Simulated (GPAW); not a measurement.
# The S K excitation threshold of MoS2 (R3m) under uniform strain

For each volume the threshold was computed as E(hole) − E(ground) plus the lowest empty eigenvalue of the hole cell (GPAW, PBE, 9-atom cell, total energies on 4×4×3 k points, the eigenvalue on 5×5×4, hole spin-paired). The values are raw, 17 eV above the value with the free atom's term for the hole's spin taken off; only their change is used. The threshold is the spectrum's zero, where absorption may be weak, not the visible edge.

| volume | ln(V/V₀) | threshold (eV) |
| --- | --- | --- |
| V × 0.94 | -0.06188 | 2483.738 |
| V × 0.97 | -0.03046 | 2483.672 |
| V × 1 | +0.00000 | 2483.607 |
| V × 1.03 | +0.02956 | ? |
| V × 1.06 | +0.05827 | 2483.477 |

Question: Fit a straight line in ln(V/V₀), give its slope, and predict the threshold at V × 1.03.

The means of the given rows are x̄ = -0.00852 and Ē = 2483.623 eV. Σ(x − x̄)(E − Ē) = -0.0171 and Σ(x − x̄)² = 0.007862, so the slope is -2.17 eV, and the line passes the given rows within 0.002 eV. At x = +0.02956 it gives 2483.623 + (-2.17) × (+0.03808) = 2483.541 eV. The run gives 2483.542 eV, a miss of -0.001 eV over a total move of -0.261 eV. The slope is the clamped-ion volume deformation potential of the lowest empty level of the hole cell on this mesh (the hole may pull it below the band edge) against the S 1s level, with the hole's relaxation included: the threshold falls by 0.022 eV for 1 % of expansion. The charged cell's image error also scales with the cell's size and isn't taken out.

[Hosts, paths, dates, database ids (printed as entryN), source tags and the programs' standing remarks are cut or masked in the printed files.]

[Lists of maxima count a maximum above −3 eV only where it reaches 4 % of the highest in the window and stands out from its surroundings by 2 % of it (1.5 % where it reaches 55 %); shoulders and weaker maxima are passed over, and of the rest the first, up to two pre-edge ones and the few strongest are named.]
